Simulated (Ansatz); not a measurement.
Records of electronic-structure calculations.

NaI (Fm-3m): spin-orbit coupling beyond the local functionals. Symmetry: Fm-3m, No. 225, cubic system. Conventional cell: a = 6.473 Å, b = 6.473 Å, c = 6.473 Å, α = 90.00°, β = 90.00°, γ = 90.00°. Nearest to Na lie 6 I at 3.24 Å. Nearest to I lie 6 Na at 3.24 Å. Farther neighbours and most contacts between anions are not listed. The calculation used DFT, HSE06 with spin-orbit coupling, plane waves, PAW (and 1 further level or step) in Ansatz 0.2.0, with cutoff 420 eV, 4×4×4 k-mesh, default PAW in one of its runs. The HSE06 is 4.68 eV and the HSE06+SOC is 4.31 eV. It took 2 runs, 30 s in all on 1 × NVIDIA H100 80GB HBM3 (shared by 6 runs) with 3 threads of AMD EPYC 7R13 (Zen 3), shared host (the runs of this entry). Spin-orbit coupling changes the gap by −0.36 eV and the least direct gap by −0.36 eV. The cell and positions come from the Crystallography Open Database and are kept as given unless a step says otherwise.

```xyz
2
Lattice="0.0000 3.2364 3.2364 3.2364 0.0000 3.2364 3.2364 3.2364 0.0000" Properties=species:S:1:pos:R:3 pbc="T T T"
Na    0.0000    0.0000    0.0000
I     3.2364    3.2364    3.2364
```

[Paths, hosts, dates, memory and timing lines, banners, echoed tables and standing remarks are left out of the program output.]

[Logs are printed without paths, hosts, clocks, repeated set-up lines and the standing remarks that a program may print on its own settings, such as how far it seeks lower states.]

[Runs of the session that timed out or met a known fault of the program may be left out.]

[Cells called generated may have been cut or substituted from an entry of the Crystallography Open Database or the Materials Project.]

[Hosts, paths, dates, database ids (printed as entryN), source tags and the programs' standing remarks are cut or masked in the printed files.]
